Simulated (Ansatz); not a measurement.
# What SrB4 (built on the sites of a database entry of SrIn4) distorts into, part 2 of 3

Which phase does SrB4 (built on the sites of a database entry of SrIn4) fall into along its unstable mode, and how much energy does it gain?

Ansatz 0.2.0; DFT PBEsol, scalar-relativistic, plane waves, PAW.

So far, highest frequency on the path or at a solved wavevector (cm⁻¹): step 2 (response at finite wavevector) 752. Also lowest frequency on the path (cm⁻¹): step 2 -460.

The structure was built from a prototype and need not be the compound's stable phase.

## 6. Relaxing from the distorted cell

Starting from the lowest point found, all atoms and the cell are let go, so that strain and other modes of the same symmetry can join in.

The input, input.yaml:

```yaml
crystal:
  lattice:
    - [-1.5728358157, 1.5728358157, 5.2610765084]
    - [1.5728358157, -1.5728358157, 5.2610765084]
    - [1.5728358157, 1.5728358157, -5.2610765084]
  atoms:
    - { symbol: Sr, position: [0.0, 0.0, 0.0] }
    - { symbol: B, position: [0.25, 0.6800626302, 0.4300626302] }
    - { symbol: B, position: [0.75, 0.3199373698, 0.5699373698] }
    - { symbol: B, position: [0.3339941831, 0.2797766777, -0.0542175055] }
    - { symbol: B, position: [0.6660058169, 0.7202233223, 0.0542175055] }
kpoints:
  mp_grid: { grid: [16, 16, 16] }
hamiltonian:
  xc: pbesol
scf:
  occupations: { method: methfessel_paxton, width: 0.2 }
output:
  forces: true
  stress: true
  eigenvalues: true
relax:
  adjacent_minimum: "off"
  f_tol: 0.002
  max_steps: 120
  cell: { stress_tol: 0.03 }
```

Started as:

```console
$ ansatz run input.yaml --threads 8 --pin off --max-ram 14336MiB --backend cpu --events-out ev --progress --plain --runs-dir out
```

Numbers of over 12 decimals in the logs are rounded to 6 here.

Log:

```text
[...]
Crystal: 5 atoms, lattice volume = 52.060 Å³
Basis set: ecut = 420 eV, 1037 PW (Γ), FFT grids on a1+a3, a2+a3, a3, exchange–correlation on 48×48×80 points (8 copies of the dense FFT grid, shifted against one another)
Bands: 16, of which v1, the nominal top of the filled ones, is band 11 counted from 1 (10 counted from 0)
Symmetry: 4 space group operations
[...]
k-points: 1098 of 4096
[...]
SCF iter   1: F=—  HF=-4102.008946 eV  |F-HF|=—  |Δ(HF+E_count)|=         —  Δρ=6.23e-3  dr2=2.08e-2  ethr=1.77e-3  ⟨swp⟩=7.3  Hψ=119671  notcnv=0
[...]
SCF iter   6: F=-4102.003381 eV  HF=-4102.003381 eV  |F-HF|=1.24e-8  |Δ(HF+E_count)|=   2.06e-8  S|Δr|=    0.00e0  Δρ=6.47e-6  dr2=2.96e-8  ethr=4.55e-10  ⟨swp⟩=7.9  Hψ=103376  notcnv=0
SCF 1 converged in 6 iterations: F = -4102.003381 eV  dr2 = 2.96e-8
[...]
relax step   1: F+E_penalty+E_count = -4102.00338134 eV  Δ(F+E_penalty+E_count) = +0.000e0 eV  max|allowed force component| = 1.276e0 eV/Å  Δτ_max = 0.0000 Å  P = -0.175 GPa  Ω = 52.060 Å³  (6 SCF iters, dr2 threshold 1.00e-7 eV, accepted)
Crystal: 5 atoms, lattice volume = 53.288 Å³
Basis set: ecut = 420 eV, 1049 PW (Γ), FFT grids on a1+a3, a2+a3, a3, exchange–correlation on 48×48×80 points (8 copies of the dense FFT grid, shifted against one another)
[...]
SCF iter   6: F=-4102.373771 eV  HF=-4102.373771 eV  |F-HF|=6.13e-9  |Δ(HF+E_count)|=   2.03e-8  S|Δr|=    0.00e0  Δρ=7.00e-6  dr2=3.08e-8  ethr=2.27e-9  ⟨swp⟩=7.4  Hψ=101231  notcnv=0
SCF 2 converged in 6 iterations: F = -4102.373771 eV  dr2 = 3.08e-8
relax step   2: F+E_penalty+E_count = -4102.37377092 eV  Δ(F+E_penalty+E_count) = -3.704e-1 eV  max|allowed force component| = 7.387e-1 eV/Å  Δτ_max = 0.0799 Å  P = -3.664 GPa  Ω = 53.288 Å³  energy of the carried Pulay correction = -1.254e-3 eV  (6 SCF iters, dr2 threshold 5.00e-7 eV, accepted)
Crystal: 5 atoms, lattice volume = 52.702 Å³
Basis set: ecut = 420 eV, 1039 PW (Γ), FFT grids on a1+a3, a2+a3, a3, exchange–correlation on 48×48×80 points (8 copies of the dense FFT grid, shifted against one another)
[...]
SCF iter   5: F=-4102.526211 eV  HF=-4102.526211 eV  |F-HF|=2.73e-8  |Δ(HF+E_count)|=   1.26e-7  S|Δr|=    0.00e0  Δρ=1.83e-5  dr2=1.98e-7  ethr=2.27e-9  ⟨swp⟩=8.5  Hψ=111279  notcnv=0
SCF 3 converged in 5 iterations: F = -4102.526211 eV  dr2 = 1.98e-7
relax step   3: F+E_penalty+E_count = -4102.52621058 eV  Δ(F+E_penalty+E_count) = -1.524e-1 eV  max|allowed force component| = 3.384e-1 eV/Å  Δτ_max = 0.0720 Å  P = -1.784 GPa  Ω = 52.702 Å³  energy of the carried Pulay correction = -6.595e-4 eV  (5 SCF iters, dr2 threshold 5.00e-7 eV, accepted)
[... from here on, the SCF cycles and remarks between the steps are left out ...]
relax step   4: F+E_penalty+E_count = -4102.56496748 eV  Δ(F+E_penalty+E_count) = -3.876e-2 eV  max|allowed force component| = 1.689e-1 eV/Å  Δτ_max = 0.0469 Å  P = +0.112 GPa  Ω = 52.486 Å³  energy of the carried Pulay correction = -4.381e-4 eV  (5 SCF iters, dr2 threshold 5.00e-7 eV, accepted)
relax step   5: F+E_penalty+E_count = -4102.56977227 eV  Δ(F+E_penalty+E_count) = -4.805e-3 eV  max|allowed force component| = 8.447e-2 eV/Å  Δτ_max = 0.0145 Å  P = +0.598 GPa  Ω = 52.130 Å³  energy of the carried Pulay correction = -7.228e-5 eV  (5 SCF iters, dr2 threshold 5.00e-7 eV, accepted)
relax step   6: F+E_penalty+E_count = -4102.57165933 eV  Δ(F+E_penalty+E_count) = -1.887e-3 eV  max|allowed force component| = 3.321e-2 eV/Å  Δτ_max = 0.0075 Å  P = +0.049 GPa  Ω = 52.395 Å³  energy of the carried Pulay correction = -3.448e-4 eV  (4 SCF iters, dr2 threshold 5.00e-7 eV, accepted)
relax step   7: F+E_penalty+E_count = -4102.57148925 eV  Δ(F+E_penalty+E_count) = +1.701e-4 eV  max|allowed force component| = 5.098e-2 eV/Å  Δτ_max = 0.0090 Å  P = +0.103 GPa  Ω = 52.419 Å³  energy of the carried Pulay correction = -3.701e-4 eV  (5 SCF iters, dr2 threshold 1.23e-7 eV, rejected (line search))
relax step   8: F+E_penalty+E_count = -4102.57185515 eV  Δ(F+E_penalty+E_count) = -1.958e-4 eV  max|allowed force component| = 5.142e-3 eV/Å  Δτ_max = 0.0044 Å  P = +0.004 GPa  Ω = 52.438 Å³  energy of the carried Pulay correction = -3.888e-4 eV  (7 SCF iters, accepted)
relax step   9: F+E_penalty+E_count = -4102.57185366 eV  Δ(F+E_penalty+E_count) = +1.486e-6 eV  max|allowed force component| = 1.689e-3 eV/Å  Δτ_max = 0.0010 Å  P = +0.001 GPa  Ω = 52.448 Å³  energy of the carried Pulay correction = -3.991e-4 eV  (4 SCF iters, dr2 threshold 4.94e-9 eV, accepted)
relax step  10: F+E_penalty+E_count = -4102.57614665 eV  Δ(F+E_penalty+E_count) = -4.293e-3 eV  max|allowed force component| = 8.026e-4 eV/Å  Δτ_max = 0.0000 Å  P = +0.101 GPa  Ω = 52.448 Å³  stress off target by 3.29e-1 GPa  SCF on the basis re-selected at this cell (its energy is not comparable with the rows above)  (5 SCF iters)
relax step  11: F+E_penalty+E_count = -4102.57613082 eV  Δ(F+E_penalty+E_count) = +1.584e-5 eV  max|allowed force component| = 4.336e-3 eV/Å  Δτ_max = 0.0012 Å  P = -0.097 GPa  Ω = 52.512 Å³  energy of the carried Pulay correction = -7.584e-5 eV  (4 SCF iters, dr2 threshold 2.71e-7 eV, accepted)
relax step  12: F+E_penalty+E_count = -4102.57618007 eV  Δ(F+E_penalty+E_count) = -4.925e-5 eV  max|allowed force component| = 6.316e-4 eV/Å  Δτ_max = 0.0005 Å  P = -0.004 GPa  Ω = 52.487 Å³  energy of the carried Pulay correction = -4.472e-5 eV  (3 SCF iters, dr2 threshold 1.20e-7 eV, accepted)
[...]
SCF iter   5: F=-4102.576224 eV  HF=-4102.576224 eV  |F-HF|=3.64e-12  |Δ(HF+E_count)|=  4.82e-11  S|Δr|=    0.00e0  Δρ=7.97e-8  dr2=5.54e-12  ethr=1.00e-12  ⟨swp⟩=6.4  Hψ=116079  notcnv=0
SCF 13 converged in 5 iterations: F = -4102.576224 eV  dr2 = 5.54e-12
relax step  13: F+E_penalty+E_count = -4102.57622411 eV  Δ(F+E_penalty+E_count) = -4.404e-5 eV  max|allowed force component| = 6.872e-4 eV/Å  Δτ_max = 0.0000 Å  P = -0.003 GPa  Ω = 52.487 Å³  stress off target by 1.05e-2 GPa  SCF on the basis re-selected at this cell (its energy is not comparable with the rows above)  (5 SCF iters)
[...]
SCF converged after 5 iterations
[...]
Free energy (F): -4102.576224 eV
[...]
Internal energy: -4102.577052 eV  (E = F + TS)
E sigma→0 (E₀):  -4102.576431 eV
Entropy (-TS):   0.000827 eV (0.165 meV/atom)
Fermi energy:    11.633506 eV
[...]
--- Forces (eV/Å), atoms counted from 1 ---
  atom   1  Sr     0.00000000     0.00000000     0.00000000
  atom   2  B      0.00068719     0.00000000    -0.00025894
  atom   3  B     -0.00068719     0.00000000     0.00025894
  atom   4  B     -0.00041457     0.00000000     0.00066386
  atom   5  B      0.00041457     0.00000000    -0.00066386
  max |Σ_I F_I| component: 1.08e-19 eV/Å
--- Stress (GPa, compression-positive) ---
       -0.005126       0.000000      -0.003525
        0.000000      -0.010470       0.000000
       -0.003524       0.000000       0.006072
  P = ⅓ Tr σ = -0.0032 GPa (-0.032 kbar)
--- Band table (eV; the first three rows and the last of 1098) ---
  k-point 0: bands = [... 7 lower, 5.9031, 7.0218, 7.7617, 11.9448, 13.0123, 14.3948, 14.9671, 14.9868, ... 1 higher]
  k-point 1: bands = [... 7 lower, 5.7072, 7.4205, 7.9461, 11.9342, 13.3255, 14.3257, 14.6103, 15.1110, ... 1 higher]
  k-point 2: bands = [... 7 lower, 5.3588, 7.9887, 8.4091, 11.7305, 13.8036, 14.0902, 14.6217, 15.5089, ... 1 higher]
  k-point 1097: bands = [... 7 lower, 5.9973, 6.6559, 10.5215, 10.7911, 11.8685, 13.6613, 14.4078, 14.9508, ... 1 higher]
--- Relaxed structure (11 steps of the walk, 10 accepted, 2 SCFs on fresh bases) ---
  F+E_penalty+E_count = -4102.57622411 eV   max|allowed force component| = 6.872e-4 eV/Å   (the final SCF, on the basis selected at the relaxed cell)
  cell:  # Å, volume = 52.4868 Å³
    - [-1.885437, 1.514872, 5.406443]
    - [1.372352, -1.514872, 5.253052]
    - [1.885437, 1.514872, -5.406443]
  atoms:
    - { symbol: Sr, position: [0, -1.2166709265176426e-19, -2.2058544937250924e-19] }
    - { symbol: B, position: [0.261259, 0.662160, 0.400901] }
    - { symbol: B, position: [0.738741, 0.337840, 0.599099] }
    - { symbol: B, position: [0.318837, 0.237587, -0.081249] }
    - { symbol: B, position: [0.681163, 0.762413, 0.081249] }
```

Run time: 97 s. Hardware: 8 threads of Arm Neoverse V1, shared host; peak memory 1.2 GiB; 13 min of CPU time.

The steps of the relaxation:

| step | energy less that of the first step (eV) | largest force component (eV/Å) | pressure (GPa) | volume (Å³) |
| --- | --- | --- | --- | --- |
| 1 | 0.0000 | 1.2763 | -0.17 | 52.06 |
| 2 | -0.3704 | 0.7387 | -3.66 | 53.29 |
| 3 | -0.5228 | 0.3384 | -1.78 | 52.70 |
| 4 | -0.5616 | 0.1689 | 0.11 | 52.49 |
| 5 | -0.5664 | 0.0845 | 0.60 | 52.13 |
| 6 | -0.5683 | 0.0332 | 0.05 | 52.39 |
| 7 | -0.5681 | 0.0510 | 0.10 | 52.42 |
| 8 | -0.5685 | 0.0051 | 0.00 | 52.44 |
| 9 | -0.5685 | 0.0017 | 0.00 | 52.45 |
| 10* | -0.5728 | 0.0008 | 0.10 | 52.45 |
| 11 | -0.5727 | 0.0043 | -0.10 | 52.51 |
| 12 | -0.5728 | 0.0006 | 0.00 | 52.49 |
| 13* | -0.5728 | 0.0007 | 0.00 | 52.49 |

Relaxation steps marked * repeat the geometry before them on a plane-wave basis chosen anew for their cell, so energy and pressure can jump there. Relaxation step 7 was tried and not accepted.

The run keeps the 4 symmetry operations that it works with, so distortions that break them were not tested.

| cell as run | before | after | change |
| --- | --- | --- | --- |
| a (Å) | 5.712 | 5.923 | +3.7 % |
| b (Å) | 5.712 | 5.637 | -1.3 % |
| c (Å) | 5.712 | 5.923 | +3.7 % |
| α (°) | 148.03 | 147.34 | -0.5 % |
| β (°) | 148.03 | 150.36 | +1.6 % |
| γ (°) | 45.84 | 45.22 | -1.4 % |
| volume (Å³/atom) | 10.41 | 10.50 | +0.8 % |

The atoms that moved most (Å, as changes of fractional coordinates times the final cell):

| atom | dx | dy | dz | length |
| --- | --- | --- | --- | --- |
| B5 | 0.080 | 0.000 | 0.157 | 0.177 |
| B4 | -0.080 | 0.000 | -0.157 | 0.177 |
| B2 | -0.101 | 0.000 | 0.124 | 0.160 |
| B3 | 0.101 | 0.000 | -0.124 | 0.160 |

Final coordinates:

```xyz
5
Lattice="-1.8854 1.5149 5.4064 1.3724 -1.5149 5.2531 1.8854 1.5149 -5.4064" Properties=species:S:1:pos:R:3 pbc="T T T"
Sr    0.0000    0.0000    0.0000
B     1.1720    0.0000    2.7234
B     0.2003    1.5149    2.5297
B    -0.4283    0.0000    3.4111
B    -0.0848    0.0000    7.2484
```

Numbers from this step:

```yaml
pressure: -0.003175 GPa
volume_per_atom: 10.50 Å³
```

The distorted start has space group C2/m; the relaxation ends in C2/m.

## 7. The new phase in its own primitive cell

The relaxed structure is symmetrised, reduced to its primitive cell and relaxed tightly, as its phonons need.

The input, input.yaml:

```yaml
crystal:
  lattice:
    - [5.4293563107, -1.5148715741, 0.0]
    - [5.4293563107, 1.5148715741, 0.0]
    - [-0.675046292, 0.0, 3.1907730865]
  atoms:
    - { symbol: Sr, position: [0.0, 0.0, 0.0] }
    - { symbol: B, position: [0.7387414668, 0.7387414668, 0.1396428231] }
    - { symbol: B, position: [0.2612585332, 0.2612585332, 0.8603571769] }
    - { symbol: B, position: [0.681163388, 0.681163388, 0.5999139983] }
    - { symbol: B, position: [0.318836612, 0.318836612, 0.4000860017] }
kpoints:
  mp_grid: { grid: [12, 12, 12] }
hamiltonian:
  xc: pbesol
scf:
  occupations: { method: methfessel_paxton, width: 0.2 }
output:
  forces: true
  stress: true
  eigenvalues: true
relax:
  adjacent_minimum: "off"
  f_tol: 0.001
  max_steps: 60
  cell: { stress_tol: 0.01 }
```

Log:

```text
[...]
Crystal: 5 atoms, lattice volume = 52.487 Å³
Basis set: ecut = 420 eV, 1021 PW (Γ), exchange–correlation on 80×80×48 points (8 copies of the dense FFT grid, shifted against one another)
Bands: 16, of which v1, the nominal top of the filled ones, is band 11 counted from 1 (10 counted from 0)
Symmetry: 4 space group operations
[...]
k-points: 476 of 1728
[...]
cell:  # Å, volume = 52.4905 Å³
    - [5.432649, -1.513322, 0.00617105]
    - [5.432649, 1.513322, 0.00617105]
    - [-0.671829, 1.7610002924091527e-19, 3.191566]
  atoms:
    - { symbol: Sr, position: [0, 0, 0] }
    - { symbol: B, position: [0.738393, 0.738393, 0.138907] }
    - { symbol: B, position: [0.261607, 0.261607, 0.861093] }
    - { symbol: B, position: [0.681127, 0.681127, 0.599874] }
    - { symbol: B, position: [0.318873, 0.318873, 0.400126] }
[key lines of the parts left out:]
SCF converged after 8 iterations
Free energy (F): -4102.575854 eV
Fermi energy:    11.627838 eV
P = ⅓ Tr σ = -0.0002 GPa (-0.002 kbar)
```

It took 36 s on 8 threads; peak memory 0.71 GiB; 4.6 min of CPU time.

The steps of the relaxation:

| step | energy less that of the first step (eV) | largest force component (eV/Å) | pressure (GPa) | volume (Å³) |
| --- | --- | --- | --- | --- |
| 1 | 0.0000 | 0.0269 | -0.02 | 52.49 |
| 2 | -0.0001 | 0.0245 | 0.01 | 52.48 |
| 3 | -0.0002 | 0.0125 | 0.00 | 52.49 |
| 4 | -0.0002 | 0.0057 | 0.01 | 52.48 |
| 5 | -0.0002 | 0.0037 | 0.03 | 52.48 |
| 6 | -0.0002 | 0.0005 | -0.02 | 52.50 |
| 7 | -0.0002 | 0.0003 | 0.00 | 52.49 |
| 8* | -0.0002 | 0.0003 | 0.00 | 52.49 |
| 9 | -0.0002 | 0.0008 | 0.01 | 52.49 |
| 10 | -0.0002 | 0.0001 | 0.00 | 52.49 |
| 11* | -0.0002 | 0.0001 | 0.00 | 52.49 |

Relaxation steps marked * repeat the geometry before them on a plane-wave basis chosen anew for their cell, so energy and pressure can jump there. Relaxation step 9 was tried and not accepted.

Forces are held to the 4 operations that the run works with; a distortion that breaks them can't arise in this run.

| cell as run | before | after | change |
| --- | --- | --- | --- |
| a (Å) | 5.637 | 5.639 | +0.0 % |
| b (Å) | 5.637 | 5.639 | +0.0 % |
| c (Å) | 3.261 | 3.262 | +0.0 % |
| α (°) | 101.50 | 101.38 | -0.1 % |
| β (°) | 101.50 | 101.38 | -0.1 % |
| γ (°) | 31.18 | 31.13 | -0.2 % |
| volume (Å³/atom) | 10.50 | 10.50 | +0.0 % |

The relaxed structure:

```xyz
5
Lattice="5.4326 -1.5133 0.0062 5.4326 1.5133 0.0062 -0.6718 0.0000 3.1916" Properties=species:S:1:pos:R:3 pbc="T T T"
Sr    0.0000    0.0000    0.0000
B     7.9295    0.0000    0.4524
B     2.2639    0.0000    2.7515
B     6.9976    0.0000    1.9229
B     3.1958    0.0000    1.2810
```

This step gave:

```
pressure : -1.77e-4 GPa
```

The largest force component left is 0.077 meV/Å and the pressure is 0.000 GPa, within the tolerances set. The cell now holds 10.50 Å³/atom.

(Part 2 of 3 ends here.)

[Logs are printed without paths, hosts, clocks, repeated set-up lines and the standing remarks that a program may print on its own settings, such as how far it seeks lower states.]

[Hosts, paths, dates, database ids (printed as entryN), source tags and the programs' standing remarks are cut or masked in the printed files.]
